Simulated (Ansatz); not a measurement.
**BaTlI3 (cubic perovskite) (Pm-3m): how G0W0 depends on its starting point**

One-shot GW is not self-consistent; how far does the start matter for BaTlI3 (cubic perovskite) (Pm-3m)?

Program: Ansatz 0.2.0. Level of theory: G0W0 on several functionals, plane waves, PAW. Results are calculated unless marked as measured.

The structure was built from a prototype and need not be the compound's stable phase.

In doubt: masses and optical values from hybrid runs of this build are listed as unsure (step 4), which bears on the screening that GW takes from such a start.

## Step 1: Starting point

Symmetry: Pm-3m, No. 221, cubic system. Conventional cell: a = 6.572 Å, b = 6.572 Å, c = 6.572 Å, α = 90.00°, β = 90.00°, γ = 90.00°. Nearest to Tl lie 12 I at 4.65 Å. Nearest to Ba lie 6 I at 3.29 Å. Nearest to I lie 2 Ba at 3.29 Å. It derives from Ba1I3Tl1. Farther neighbours and most contacts between anions are not listed.

The structure was relaxed with PBEsol. The structure type comes from a generator and need not be one that this composition takes. The runs that relaxed it are not among those shown. Spin-orbit coupling is left out unless a step names it. The default PAW set here is soft_2. Its files were made with PBE.

## Step 2: G0W0 on PBEsol

Now the one-shot GW correction: screening in the RPA, then the self-energy of the levels asked for.

This step: G0W0 on PBEsol, plane waves, PAW.

The input, input.yaml:

```yaml
crystal:
  lattice:
    - [6.5717449587, 0.0, 0.0]
    - [0.0, 6.5717449587, 0.0]
    - [0.0, 0.0, 6.5717449587]
  atoms:
    - { symbol: Tl, position: [0.0, 0.0, 0.0] }
    - { symbol: Ba, position: [0.5, 0.5, 0.5] }
    - { symbol: I, position: [0.5, 0.5, 0.0] }
    - { symbol: I, position: [0.5, 0.0, 0.5] }
    - { symbol: I, position: [0.0, 0.5, 0.5] }
kpoints:
  mp_grid: { grid: [2, 2, 2] }
hamiltonian:
  xc: pbesol
scf:
  occupations: { method: fixed }
gw:
  n_empty_bands: 847
  ecut_chi: 120.0
  qp_bands: [v2, c2]
  qp_kpoints: band_edges
  screening: { model: contour_deformation }
```

On the command line:

```
> ansatz run input.yaml --threads 4 --pin off --max-ram 17510MiB --backend cpu --events-out ev --progress --plain --runs-dir out
```

Numbers of over 12 decimals in the logs are rounded to 6 here.

Output:

```text
Engine: ansatz 0.2.0, aarch64-unknown-linux-gnu
Pseudopotentials: kind: paw
Pseudopotential: Tl, paw, valence charge 13, recommended cutoff 420 eV (normal), Tl.paw.azcp
Pseudopotential: Ba, paw, valence charge 10, recommended cutoff 420 eV (normal), Ba.paw.azcp
Pseudopotential: I, paw, valence charge 17, recommended cutoff 420 eV (normal), I.paw.azcp
Functional definition: PBEsol
  exchange = pbesol_x
  correlation = pbesol_c
Crystal: 5 atoms, lattice volume = 283.819 Å³
Basis set: ecut = 420 eV, 5497 PW (Γ)
Bands: 45, of which v1, the nominal top of the filled ones, is band 37 counted from 1 (36 counted from 0)
Symmetry: 48 space group operations
Space group: Pm-3m (ITA 221), of the structure as read, at distance tolerance 6.6e-5 Å
k-points: 4 of 8
Non-local potential: Tl, projectors of the file, l = 0: 2, l = 1: 2, l = 2: 2, l = 3: 1
Non-local potential: Ba, projectors of the file, l = 0: 3, l = 1: 2, l = 2: 2, l = 3: 2
Non-local potential: I, projectors of the file, l = 0: 2, l = 1: 2, l = 2: 2, l = 3: 2
PAW form: soft (Blöchl's): semilocal exchange-correlation on the pseudo side does not see the compensation charge
PAW frozen core: Tl, regenerated for the run's functional, and the local potential with it (the file was generated under x = pbe(κ = 0.804, μ = 0.219515), c = pbe(β = 0.066725))
PAW frozen core: Ba, regenerated for the run's functional, and the local potential with it (the file was generated under x = pbe(κ = 0.804, μ = 0.219515), c = pbe(β = 0.066725))
PAW frozen core: I, regenerated for the run's functional, and the local potential with it (the file was generated under x = pbe(κ = 0.804, μ = 0.219515), c = pbe(β = 0.066725))
PAW one-centre angular grid: Tl, 590 points (default); XC on 64 Gauss nodes
PAW one-centre angular grid: Ba, 194 points (default); XC on 64 Gauss nodes
PAW one-centre angular grid: I, 590 points (default); XC on 64 Gauss nodes
Initial density: superposition of atomic densities (neutral atoms: chi_scale 0, normalization atom), corrected by the library's trained network
Initial wavefunctions: pseudopotential atomic-orbital guess
Functional: x = pbesol(κ = 0.804, μ = 0.123457), c = pbesol(β = 0.046)
SCF iter   1: F=—  HF=-39460.263255 eV  |F-HF|=—  |Δ(HF+E_count)|=         —  Δρ=1.56e-3  dr2=1.19e-2  ethr=1.77e-3  ⟨swp⟩=4.8  Hψ=655  notcnv=0  defer=20
preconditioner: auto → Resta (q_TF=auto, 2.181 Å⁻¹)  ε∞=2.7  [insulator: Δε(μ)=2.499 eV  Ē_g=10.874 eV  n_scr=56 (ndim 8)  ℏωp=14.3 eV  f_vac=0.208  ε∞_Penn≈2.7]
SCF iter   2: F=—  HF=-39460.258182 eV  |F-HF|=—  |Δ(HF+E_count)|=   5.07e-3  Δρ=9.16e-4  dr2=4.26e-3  ethr=1.61e-5  ⟨swp⟩=3.0  Hψ=382  notcnv=0  defer=21
SCF iter   3: F=—  HF=-39460.257489 eV  |F-HF|=—  |Δ(HF+E_count)|=   6.94e-4  Δρ=4.09e-4  dr2=4.61e-4  ethr=5.75e-6  ⟨swp⟩=3.2  Hψ=346  notcnv=0  defer=20
SCF iter   4: F=—  HF=-39460.257250 eV  |F-HF|=—  |Δ(HF+E_count)|=   2.39e-4  Δρ=1.57e-4  dr2=7.67e-5  ethr=6.23e-7  ⟨swp⟩=2.0  Hψ=319  notcnv=0  defer=20
SCF iter   5: F=—  HF=-39460.257267 eV  |F-HF|=—  |Δ(HF+E_count)|=   1.71e-5  Δρ=3.25e-5  dr2=3.63e-6  ethr=1.04e-7  ⟨swp⟩=2.0  Hψ=310  notcnv=0  defer=20
SCF iter   6: F=—  HF=-39460.257270 eV  |F-HF|=—  |Δ(HF+E_count)|=   3.48e-6  Δρ=6.42e-6  dr2=1.17e-7  ethr=4.91e-9  ⟨swp⟩=2.5  Hψ=310  notcnv=0  defer=20
SCF iter   7: F=-39460.257271 eV  HF=-39460.257271 eV  |F-HF|=6.01e-9  |Δ(HF+E_count)|=   2.84e-7  Δρ=9.28e-7  dr2=2.57e-9  ethr=1.35e-10  ⟨swp⟩=14.2  Hψ=925  notcnv=0
SCF 1 converged in 7 iterations: F = -39460.257271 eV  dr2 = 2.57e-9
  greatest PAW one-centre occupation: 0.999 electrons in one spin orbital (limit 2), on the I atom at site 3 (counted from 0), in its partial waves of l = 2
NSCF: frozen V_eff on 4 k-points
G₀W₀ screening: q 1/4
[... further progress lines ...]
SCF converged after 7 iterations
Free energy (F): -39460.257271 eV
Harris-Foulkes:  -39460.257271 eV  (|F-HF|=6.01e-9)
Internal energy: -39460.257271 eV  (E = F + TS)
E sigma→0 (E₀):  -39460.257271 eV
Fermi energy:    2.277357 eV
--- Per-component energies (eV) ---
  E_band       = -1441.973157
  E_kinetic    = 1066.552065
  E_local      = -8958.308063  (includes V_loc(G=0)·N_el)
  E_nonlocal   = 113.820711
  E_hartree    = 4278.940818
  E_xc         = -775.407367
  E_vxc        = -660.147450  (∫ρ·V_xc dr)
  E_paw        = -29367.556805  (= ΣΔE_a)
  E_vpaw       = -1561.772558  (= ΣTr[D̂ρ^β])
  E_aug_tail   = 0.000073  (compensation charges beyond the density's cutoff)
  E_ewald      = -5819.724827
  E_core_change = 1.426124  (= ΣΔE_core)
  E_smearing   = -0.000000  (= −TS)
  E_closure    = -0.000000  (closes the sum)
  Σ components = -39460.257271   (vs F -39460.257271, Δ=0.00e0)
--- Band table (eV) ---
  k-point 0: bands = [... 33 lower, 1.8178, 2.0754, 2.0754, 2.0754, 5.5890, 5.5890, 5.5890, 6.2081, ... 4 higher]
  k-point 1: bands = [... 33 lower, 1.6012, 1.7328, 2.0296, 2.0296, 4.6913, 5.3098, 5.3098, 6.2870, ... 4 higher]
  k-point 2: bands = [... 33 lower, 1.5355, 1.5355, 1.7567, 2.2737, 5.0014, 5.2151, 5.2151, 7.4278, ... 4 higher]
  k-point 3: bands = [... 33 lower, 0.8741, 2.2774, 2.2774, 2.2774, 5.5453, 5.5453, 5.5453, 8.0434, ... 4 higher]
--- G₀W₀: contour deformation, 6 samples at zero and on the imaginary axis and 1 off it, 8 q-points, 847 empty bands' worth ---
  eigenvalues of the whole cell's RPA ε∞ on this k-mesh (on a slab, of 1 + 4πα/V) = 3.7082, 3.7082, 3.7082; static W/v taken at q = 0 is 0.269672
  bands read: the sum over 884 bands ends inside a degenerate multiplet in 2 slots, whose members it reads at an even weight; the widest, k=0: bands 884 to 886 (counted from 1) at 1/3 each
  gw.qp_kpoints: band_edges: 4 of 4 stored k-points solved, in 1 pass; an edge of the gap read off the rows below is read off those points alone
    ik  band        ε_KS         Σx   Σc(E_QP)       V_xc       Z   E_QP_lin       E_QP  E_QP is
     0    36      2.0754   -17.6841     1.8261   -14.7110  0.7555     0.8878     0.9285  root
     0    37      2.0754   -17.6841     1.8261   -14.7110  0.7555     0.8878     0.9285  root
     0    38      5.5890    -5.6493    -3.4071    -9.7413  0.7627     6.2926     6.2739  root
     0    39      5.5890    -5.6493    -3.4071    -9.7413  0.7627     6.2926     6.2739  root
     1    36      2.0296   -17.5957     1.8639   -14.5748  0.7532     0.8297     0.8726  root
     1    37      2.0296   -17.5957     1.8639   -14.5748  0.7532     0.8297     0.8726  root
     1    38      4.6913    -4.4605    -3.0788    -8.0822  0.7940     5.2417     5.2342  root
     1    39      5.3098    -5.2606    -3.2683    -9.1753  0.7743     5.9702     5.9562  root
     2    36      1.7567   -17.9002     1.9281   -14.7994  0.7550     0.5398     0.5840  root
     2    37      2.2737   -17.1957     1.8224   -14.2248  0.7503     1.0831     1.1252  root
     2    38      5.0014    -4.5298    -3.1813    -8.3309  0.7848     5.6324     5.6211  root
     2    39      5.2151    -5.6530    -3.1875    -9.4413  0.7776     5.8271     5.8160  root
     3    36      2.2774   -17.1958     1.8143   -14.2342  0.7504     1.0882     1.1301  root
     3    37      2.2774   -17.1958     1.8143   -14.2342  0.7504     1.0882     1.1301  root
     3    38      5.5453    -5.7356    -3.3809    -9.7851  0.7651     6.2309     6.2139  root
     3    39      5.5453    -5.7356    -3.3809    -9.7851  0.7651     6.2309     6.2139  root
```

Wall time 2.3 min (4 threads of Arm Neoverse V2, shared host); peak memory 5.6 GiB.

This step gave:

* bands summed: 884
* RPA ε∞ on this mesh (eigenvalues): 3.708, 3.708, 3.708
* plane waves in the screening matrix: 847
* q-points in the mesh: 8
* G0W0 gap on the mesh: 4.104 eV
* k of the valence top: -0.5, -0.5, -0.5
* k of the conduction bottom: 0, 0, -0.5
* starting gap on the mesh: 2.414 eV
* Z at the valence top: 0.7504
* Z at the conduction bottom: 0.7940
* least direct G0W0 gap on the computed points: 4.362 eV

The gap on the mesh goes from 2.41 eV to 4.10 eV, a correction of +1.69 eV. Between the two edge states, bare exchange in place of the xc potential would open the gap by 6.58 eV, and correlation takes back 4.89 eV.

## Step 3: G0W0 on r2SCAN

One-shot GW remembers its start. Another functional's orbitals and levels show by how much.

This step: G0W0 on r2SCAN, plane waves, PAW.

Edit input.yaml of step 2 so:

```diff
@@ -14,3 +14,3 @@
 hamiltonian:
-  xc: pbesol
+  xc: r2scan
 scf:
```

Output:

```text
[...]
Crystal: 5 atoms, lattice volume = 283.819 Å³
Basis set: ecut = 500 eV, 7123 PW (Γ), exchange–correlation on 192×192×192 points (64 copies of the dense FFT grid, shifted against one another)
Bands: 45, of which v1, the nominal top of the filled ones, is band 37 counted from 1 (36 counted from 0)
Symmetry: 48 space group operations
[...]
k-points: 4 of 8
[...]
SCF iter   1: F=—  HF=-40013.490277 eV  |F-HF|=—  |Δ(HF+E_count)|=         —  Δρ=3.29e-3  dr2=3.65e-2  dr2_τ=6.14e-3  ethr=1.77e-3  ⟨swp⟩=4.8  Hψ=659  notcnv=0  defer=21
[...]
SCF iter   7: F=-40013.538046 eV  HF=-40013.538046 eV  |F-HF|=5.91e-9  |Δ(HF+E_count)|=   4.98e-7  Δρ=1.79e-6  dr2=9.01e-9  dr2_τ=7.83e-10  ethr=1.35e-10  ⟨swp⟩=14.8  Hψ=837  notcnv=0
SCF 1 converged in 7 iterations: F = -40013.538046 eV  dr2 = 9.01e-9
[...]
NSCF: frozen V_eff on 4 k-points
G₀W₀ screening: q 1/4
[... further progress lines ...]
SCF converged after 7 iterations
Free energy (F): -40013.538046 eV
[...]
Internal energy: -40013.538046 eV  (E = F + TS)
E sigma→0 (E₀):  -40013.538046 eV
Fermi energy:    2.056297 eV
[...]
--- Band table (eV) ---
  k-point 0: bands = [... 33 lower, 1.5904, 1.8587, 1.8587, 1.8587, 5.7981, 5.7981, 5.7981, 6.5562, ... 4 higher]
  k-point 1: bands = [... 33 lower, 1.3822, 1.5075, 1.8093, 1.8093, 4.9091, 5.5143, 5.5143, 6.6416, ... 4 higher]
  k-point 2: bands = [... 33 lower, 1.3224, 1.3224, 1.5419, 2.0528, 5.2073, 5.4156, 5.4156, 7.8092, ... 4 higher]
  k-point 3: bands = [... 33 lower, 0.6698, 2.0563, 2.0563, 2.0563, 5.7495, 5.7495, 5.7495, 8.4933, ... 4 higher]
[...]
0    36      1.8587   -17.7126     1.6897   -14.9041  0.7776     0.7099     0.7399  root
     0    37      1.8587   -17.7126     1.6897   -14.9041  0.7776     0.7099     0.7399  root
     0    38      5.7981    -5.5456    -3.2082    -9.4804  0.7894     6.5407     6.5246  root
     0    39      5.7981    -5.5456    -3.2082    -9.4804  0.7894     6.5407     6.5246  root
     1    36      1.8093   -17.6211     1.7179   -14.7776  0.7758     0.6523     0.6837  root
     1    37      1.8093   -17.6211     1.7179   -14.7776  0.7758     0.6523     0.6837  root
     1    38      4.9091    -4.4254    -2.9185    -7.8962  0.8147     5.4677     5.4615  root
     1    39      5.5143    -5.1732    -3.0854    -8.9402  0.7989     6.2081     6.1960  root
[...]
3    36      2.0563   -17.1852     1.6580   -14.4269  0.7737     0.9263     0.9561  root
     3    37      2.0563   -17.1852     1.6580   -14.4269  0.7737     0.9263     0.9561  root
     3    38      5.7495    -5.6375    -3.1834    -9.5279  0.7914     6.4710     6.4565  root
     3    39      5.7495    -5.6375    -3.1834    -9.5279  0.7914     6.4710     6.4565  root
```

Run time: 2.8 min. Hardware: 4 threads; peak memory 7.1 GiB.

This step gave:

| Item | Value |
| --- | --- |
| bands summed | 884 |
| RPA ε∞ on this mesh (eigenvalues) | 3.204, 3.204, 3.204 |
| plane waves in the screening matrix | 847 |
| q-points in the mesh | 8 |
| G0W0 gap on the mesh | 4.505 eV |
| k of the valence top | -0.5, -0.5, -0.5 |
| k of the conduction bottom | 0, 0, -0.5 |
| starting gap on the mesh | 2.853 eV |
| Z at the valence top | 0.7737 |
| Z at the conduction bottom | 0.8147 |
| least direct G0W0 gap on the computed points | 4.778 eV |

Against the run with 2×2×2 mesh, 847 empty bands, screening to 120 eV on PBEsol, the gap moves by +0.40 eV, while the start moved by +0.44 eV.

## Step 4: G0W0 on HSE06

This step: G0W0 on HSE06, plane waves, PAW.

Edit input.yaml of step 3 so:

```diff
@@ -14,3 +14,3 @@
 hamiltonian:
-  xc: r2scan
+  xc: hse06
 scf:
```

Output:

```text
[...]
davidson cushion auto → on  (no smearing: the cushion is to keep the highest requested band from converging to the state above it; pin scf.eigensolver.cushion to override)
Crystal: 5 atoms, lattice volume = 283.819 Å³
Basis set: ecut = 420 eV, 5497 PW (Γ)
Bands: 45, of which v1, the nominal top of the filled ones, is band 37 counted from 1 (36 counted from 0)
Symmetry: 48 space group operations
[...]
k-points: 4 of 8
[...]
1    38      5.0753    -4.2203    -2.7955    -7.4365  0.8328     5.4987     5.4960  root
     1    39      5.7225    -4.9296    -2.9290    -8.3880  0.8201     6.2573     6.2519  root
[...]
3    36      1.7263   -17.2113     1.4828   -14.8306  0.7920     0.8138     0.8285  root
     3    37      1.7263   -17.2113     1.4828   -14.8306  0.7920     0.8138     0.8285  root
     3    38      5.9790    -5.3970    -3.0158    -8.9630  0.8138     6.5355     6.5292  root
     3    39      5.9790    -5.3970    -3.0158    -8.9630  0.8138     6.5355     6.5292  root
[key lines of the parts left out:]
Free energy (F): -39960.904894 eV
Fermi energy:    1.726294 eV
```

Elapsed: 10 min, on 4 threads; peak memory 4 GiB.

Numbers from this step:

```
bands summed                                 : 884
RPA ε∞ on this mesh (eigenvalues)            : 2.976, 2.976, 2.976
plane waves in the screening matrix          : 847
G0W0 gap on the mesh                         : 4.668 eV
k of the valence top                         : -0.5, -0.5, -0.5
k of the conduction bottom                   : 0, 0, -0.5
starting gap on the mesh                     : 3.349 eV
least direct G0W0 gap on the computed points : 4.940 eV
```

Against the run with 2×2×2 mesh, 847 empty bands, screening to 120 eV on r2SCAN, the gap moves by +0.16 eV, while the start moved by +0.50 eV.

## Step 5: The starts together

All on the 2×2×2 mesh with 847 empty bands and screening to 120 eV. Times are wall times on 4 threads of Arm Neoverse V2, shared host, good to a factor of about two.

| start | starting gap (eV) | shift (eV) | G0W0 gap (eV) | RPA ε∞ (harmonic mean) | Z (valence, conduction) | time |
| --- | --- | --- | --- | --- | --- | --- |
| PBEsol | 2.41 | +1.69 | 4.10 | 3.71 | 0.75, 0.79 | 2.3 min |
| r2SCAN | 2.85 | +1.65 | 4.51 | 3.20 | 0.77, 0.81 | 2.8 min |
| HSE06 | 3.35 | +1.32 | 4.67 | 2.98 | 0.79, 0.83 | 10 min |

How the two edges are built up, in eV (the quasiparticle level is the starting level plus Σx plus Σc less Vxc):

| run | edge | start | Σx | Σc | Vxc | Z | QP |
| --- | --- | --- | --- | --- | --- | --- | --- |
| PBEsol | valence top | 2.28 | -17.20 | 1.81 | -14.23 | 0.75 | 1.13 |
| PBEsol | conduction bottom | 4.69 | -4.46 | -3.08 | -8.08 | 0.79 | 5.23 |
| r2SCAN | valence top | 2.06 | -17.19 | 1.66 | -14.43 | 0.77 | 0.96 |
| r2SCAN | conduction bottom | 4.91 | -4.43 | -2.92 | -7.90 | 0.81 | 5.46 |
| HSE06 | valence top | 1.73 | -17.21 | 1.48 | -14.83 | 0.79 | 0.83 |
| HSE06 | conduction bottom | 5.08 | -4.22 | -2.80 | -7.44 | 0.83 | 5.50 |

For a hybrid start, Vxc holds its share of exact exchange.

## Step 6: Results

```yaml
g0w0_pbesol: 4.10 eV (start 2.41 eV)
g0w0_r2scan: 4.51 eV (start 2.85 eV)
g0w0_hse06: 4.67 eV (start 3.35 eV)
known_limits: not at the basis limit; no spin-orbit coupling; coarse k mesh
```

The starting gaps span 0.94 eV and the G0W0 gaps 0.56 eV. Between PBEsol and HSE06, 0.56 eV of the 0.94 eV survives, 60 %. HSE06 screens less than PBEsol (ε∞ 2.98 against 3.71). Of the 0.56 eV by which its G0W0 gap is higher, the correlation part gives +0.61 eV, and exchange with the one-particle terms, which follow the orbitals, −0.05 eV. The smallest correction, +1.32 eV, is on HSE06, the start nearest to reproducing itself. Bands and cutoff are finite, so the gap is not at the basis limit. The miss can reach some tenths of an eV and take either sign; the mesh is an error of its own. The 2×2×2 mesh is coarse for this cell (its supercell is 13 Å along the shortest edge). The RPA ε∞ on it, from the PBEsol start, is 3.71; such meshes misread the long-range screening, most where the gap is narrow. Where an edge is built on 6p states of lead, bismuth or thallium, scalar-relativistic gaps usually stand too wide, by a few tenths to over one eV. This is the ideal cubic cell; many perovskites, halides above all, are cubic only on average, and local tilts or off-centring can widen the gap. The many-body steps are scalar-relativistic: spin-orbit coupling is not in them.

[Paths, hosts, dates, memory and timing lines, banners, echoed tables and standing remarks are left out of the program output.]

[Logs are printed without paths, hosts, clocks, repeated set-up lines and the standing remarks that a program may print on its own settings, such as how far it seeks lower states.]

[Runs of the session that timed out or met a known fault of the program may be left out.]

[Cells called generated may have been cut or substituted from an entry of the Crystallography Open Database or the Materials Project.]

[Hosts, paths, dates, database ids (printed as entryN), source tags and the programs' standing remarks are cut or masked in the printed files.]
